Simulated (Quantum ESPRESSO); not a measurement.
# How cutoff, mesh and threshold together moves the magnetism of SrMn2As2, part 2 of 2

Wanted: the cheapest choice of cutoff, mesh and threshold together that holds the magnetic results of SrMn2As2.

Quantum ESPRESSO 7.5; LDA; plane waves with GBRV 1.5 LDA potentials, no spin-orbit coupling (settings of the first rung).

So far, largest spin moment in the atom's sphere (μB): step 2 (rung 1, start ferro ++) 2.73; step 3 (rung 1, start antiferro +-) 3.18; step 4 (rung 2, start ferro ++) 2.58; step 5 (rung 2, start antiferro +-) 3.10; step 6 (rung 3, start ferro ++) 2.56.

**7. Rung 3, start antiferro +-**

File pw.in:

```
&CONTROL
  calculation = 'scf'
  prefix = 'pwscf'
  outdir = './tmp'
  pseudo_dir = './pseudo'
  disk_io = 'nowf'
/
&SYSTEM
  ibrav = 0
  celldm(1) = 8
  nat = 5
  ntyp = 4
  ecutwfc = 40
  ecutrho = 280
  nbnd = 34
  occupations = 'smearing'
  smearing = 'fd'
  degauss = 0.00999582
  nspin = 2
  starting_magnetization(1) = 0
  starting_magnetization(2) = 0.2333
  starting_magnetization(3) = -0.2333
  starting_magnetization(4) = 0
/
&ELECTRONS
  conv_thr = 1d-08
  electron_maxstep = 150
  mixing_beta = 0.3
/
ATOMIC_SPECIES
Sr     87.6200 sr_lda_v1.uspp.F.UPF
Mn1    54.9380 mn_lda_v1.5.uspp.F.UPF
Mn2    54.9380 mn_lda_v1.5.uspp.F.UPF
As     74.9216 as_lda_v1.uspp.F.UPF
CELL_PARAMETERS alat
   0.9628886845732    0.0000000000000    0.0000000000000
  -0.4814443422984    0.8338860618582    0.0000000000000
   0.0000000000000    0.0000000000000    1.7365324055280
ATOMIC_POSITIONS crystal
Sr      0.0000000000    0.0000000000    0.0000000000
Mn1     0.6666666700    0.3333333300    0.3876830000
Mn2     0.3333333300    0.6666666700    0.6123170000
As      0.6666666700    0.3333333300    0.7179570000
As      0.3333333300    0.6666666700    0.2820430000
K_POINTS automatic
8 8 4 0 0 0
```

Started as:

```sh
$ OMP_NUM_THREADS=1 mpirun -n 2 pw.x -nk 2 -in pw.in > pw.out
```

Log:

```text
     [... lines left out ...]
Program PWSCF v.7.5 starts
     [... lines left out ...]
     number of atoms/cell      =            5
     [... lines left out ...]
     number of electrons       =        50.00
     number of Kohn-Sham states=           34
     kinetic-energy cutoff     =      40.0000  Ry
     charge density cutoff     =     280.0000  Ry
     scf convergence threshold =      1.0E-08
     [... lines left out ...]
      6 Sym. Ops. (no inversion) found
     [... lines left out ...]
     number of k points=    35  Fermi-Dirac smearing, width (Ry)=  0.0100
     [... lines left out ...]
     iteration # 15     ecut=    40.00 Ry     beta= 0.30
     [... lines left out ...]
     Magnetic moment per site  (integrated on atomic sphere of radius R)
     atom   1 (R=0.306)  charge=  8.1419  magn=  0.0000
     atom   2 (R=0.237)  charge= 13.0946  magn=  3.0848
     atom   3 (R=0.237)  charge= 13.0946  magn= -3.0847
     atom   4 (R=0.237)  charge=  2.7308  magn=  0.0142
     atom   5 (R=0.237)  charge=  2.7308  magn= -0.0142
     [... lines left out ...]
     the Fermi energy is     9.4293 ev
!    total energy              =    -572.36471382 Ry
     estimated scf accuracy    <          2.3E-09 Ry
     smearing contrib. (-TS)   =      -0.01257023 Ry
     [... lines left out ...]
     total magnetization       =     0.00 Bohr mag/cell
     absolute magnetization    =     7.06 Bohr mag/cell
     convergence has been achieved in  15 iterations
```

It took 79 s on 2 MPI ranks of Intel Xeon 6975P-C (Granite Rapids), shared host; peak memory 0.48 GiB.

Read from the output:

| Property | Result |
| --- | --- |
| magnetization | 0 μB |
| final state | antiferromagnetic |
| largest moment | 3.085 μB |

**8. Rung 4, start ferro ++**

File pw.in:

```
&CONTROL
  calculation = 'scf'
  prefix = 'pwscf'
  outdir = './tmp'
  pseudo_dir = './pseudo'
  disk_io = 'nowf'
/
&SYSTEM
  ibrav = 0
  celldm(1) = 8
  nat = 5
  ntyp = 3
  ecutwfc = 52
  ecutrho = 364
  nbnd = 38
  occupations = 'smearing'
  smearing = 'fd'
  degauss = 0.00999582
  nspin = 2
  starting_magnetization(1) = 0
  starting_magnetization(2) = 0.2333
  starting_magnetization(3) = 0
/
&ELECTRONS
  conv_thr = 5d-10
  electron_maxstep = 150
  mixing_beta = 0.3
/
ATOMIC_SPECIES
Sr     87.6200 sr_lda_v1.uspp.F.UPF
Mn     54.9380 mn_lda_v1.5.uspp.F.UPF
As     74.9216 as_lda_v1.uspp.F.UPF
CELL_PARAMETERS alat
   0.9628886845732    0.0000000000000    0.0000000000000
  -0.4814443422984    0.8338860618582    0.0000000000000
   0.0000000000000    0.0000000000000    1.7365324055280
ATOMIC_POSITIONS crystal
Sr      0.0000000000    0.0000000000    0.0000000000
Mn      0.6666666700    0.3333333300    0.3876830000
Mn      0.3333333300    0.6666666700    0.6123170000
As      0.6666666700    0.3333333300    0.7179570000
As      0.3333333300    0.6666666700    0.2820430000
K_POINTS automatic
10 10 6 0 0 0
```

Log:

```text
     [... lines left out ...]
Program PWSCF v.7.5 starts
     [... lines left out ...]
     number of atoms/cell      =            5
     [... lines left out ...]
     number of electrons       =        50.00
     number of Kohn-Sham states=           38
     kinetic-energy cutoff     =      52.0000  Ry
     charge density cutoff     =     364.0000  Ry
     scf convergence threshold =      5.0E-10
     [... lines left out ...]
     12 Sym. Ops., with inversion, found
     [... lines left out ...]
     number of k points=    72  Fermi-Dirac smearing, width (Ry)=  0.0100
     [... lines left out ...]
     iteration # 15     ecut=    52.00 Ry     beta= 0.30
     [... lines left out ...]
     Magnetic moment per site  (integrated on atomic sphere of radius R)
     atom   1 (R=0.306)  charge=  8.1459  magn=  0.0018
     atom   2 (R=0.237)  charge= 13.1109  magn=  2.5648
     atom   3 (R=0.237)  charge= 13.1109  magn=  2.5648
     atom   4 (R=0.237)  charge=  2.7063  magn= -0.0766
     atom   5 (R=0.237)  charge=  2.7063  magn= -0.0766
     [... lines left out ...]
     the Fermi energy is     9.2890 ev
!    total energy              =    -572.33980877 Ry
     estimated scf accuracy    <          3.6E-10 Ry
     smearing contrib. (-TS)   =      -0.02108859 Ry
     [... lines left out ...]
     total magnetization       =     5.40 Bohr mag/cell
     absolute magnetization    =     5.88 Bohr mag/cell
     convergence has been achieved in  15 iterations
```

Elapsed: 3.6 min, on 2 MPI ranks; peak memory 0.85 GiB.

This step gave:

| Property | Result |
| --- | --- |
| magnetization | 5.4 μB |
| final state | ferromagnetic |
| largest moment | 2.565 μB |

**9. Rung 4, start antiferro +-**

pw.in: that of step 8 with these lines changed.

```diff
@@ -11,6 +11,6 @@
   nat = 5
-  ntyp = 3
+  ntyp = 4
   ecutwfc = 52
   ecutrho = 364
-  nbnd = 38
+  nbnd = 34
   occupations = 'smearing'
@@ -21,3 +21,4 @@
   starting_magnetization(2) = 0.2333
-  starting_magnetization(3) = 0
+  starting_magnetization(3) = -0.2333
+  starting_magnetization(4) = 0
 /
@@ -30,3 +31,4 @@
 Sr     87.6200 sr_lda_v1.uspp.F.UPF
-Mn     54.9380 mn_lda_v1.5.uspp.F.UPF
+Mn1    54.9380 mn_lda_v1.5.uspp.F.UPF
+Mn2    54.9380 mn_lda_v1.5.uspp.F.UPF
 As     74.9216 as_lda_v1.uspp.F.UPF
@@ -38,4 +40,4 @@
 Sr      0.0000000000    0.0000000000    0.0000000000
-Mn      0.6666666700    0.3333333300    0.3876830000
-Mn      0.3333333300    0.6666666700    0.6123170000
+Mn1     0.6666666700    0.3333333300    0.3876830000
+Mn2     0.3333333300    0.6666666700    0.6123170000
 As      0.6666666700    0.3333333300    0.7179570000
```

Log:

```text
     [... lines left out ...]
Program PWSCF v.7.5 starts
     [... lines left out ...]
     number of atoms/cell      =            5
     [... lines left out ...]
     number of electrons       =        50.00
     number of Kohn-Sham states=           34
     kinetic-energy cutoff     =      52.0000  Ry
     charge density cutoff     =     364.0000  Ry
     scf convergence threshold =      5.0E-10
     [... lines left out ...]
      6 Sym. Ops. (no inversion) found
     [... lines left out ...]
     number of k points=    72  Fermi-Dirac smearing, width (Ry)=  0.0100
     [... lines left out ...]
     iteration # 18     ecut=    52.00 Ry     beta= 0.30
     [... lines left out ...]
     Magnetic moment per site  (integrated on atomic sphere of radius R)
     atom   1 (R=0.306)  charge=  8.1415  magn= -0.0000
     atom   2 (R=0.237)  charge= 13.0950  magn=  3.0860
     atom   3 (R=0.237)  charge= 13.0950  magn= -3.0860
     atom   4 (R=0.237)  charge=  2.7304  magn=  0.0143
     atom   5 (R=0.237)  charge=  2.7304  magn= -0.0143
     [... lines left out ...]
     the Fermi energy is     9.4301 ev
!    total energy              =    -572.36620809 Ry
     estimated scf accuracy    <          8.3E-11 Ry
     smearing contrib. (-TS)   =      -0.01253210 Ry
     [... lines left out ...]
     total magnetization       =     0.00 Bohr mag/cell
     absolute magnetization    =     7.06 Bohr mag/cell
     convergence has been achieved in  18 iterations
```

The job ended after 3.4 min (2 MPI ranks; peak memory 0.82 GiB).

This step gave:

- magnetization: 0 μB
- final state: antiferromagnetic
- largest moment: 3.086 μB

**10. The rungs together**

Ladder, by row:

```
rung  cutoff (eV)     mesh  state from the first start  state from the second start  second less first (meV a seeded atom)  moment, first (μB)  moment, second (μB)  CPU time (s)
   1          299    4x4x2               ferromagnetic            antiferromagnetic                                 -193.8               2.727                3.175         34.47
   2          408    6x6x6               ferromagnetic            antiferromagnetic                                 -181.9               2.581                3.096         177.1
   3          544    8x8x4               ferromagnetic            antiferromagnetic                                 -178.9               2.564                3.085         306.6
   4          707  10x10x6               ferromagnetic            antiferromagnetic                                 -179.6               2.565                3.086           831
```

**11. What came out**

| Item | Value |
| --- | --- |
| range of the largest moment, first start | 2.56 to 2.73 μB; second start 3.08 to 3.18 μB |
| range of CPU time | 34 s to 14 min |
| range of the energy difference | -194 to -179 meV a seeded atom |
| first rung that agrees with the last (margins below) | 2 |

In words: From rung 2 on the states are those of the last rung, the moments stay within 0.05 μB of it and the difference within 9.0 meV; rung 2 took 21 % of its CPU time. Energies are free energies at an electronic temperature of 1580 K, which lowers moments and differences where the moments are itinerant.

[Long decimals in the printed logs are rounded to 6 places.]

[Logs and program files are shortened in this print: banners, set-up blocks, solver, clock and traceback lines can be left out without a mark of their own.]

[Logs are printed without paths, hosts, clocks, repeated set-up lines and the standing remarks that a program may print on its own settings, such as how far it seeks lower states.]

[Hosts, paths, dates, database ids (printed as entryN), source tags and the programs' standing remarks are cut or masked in the printed files.]

[Where the starting crystal was built by hand or by swapping elements, it need not be the compound's stable phase.]

[Where a cell is said to come from a database of computed structures, the database is the Materials Project.]

[Lattice constants that a cell's source calls measured were typed from memory.]
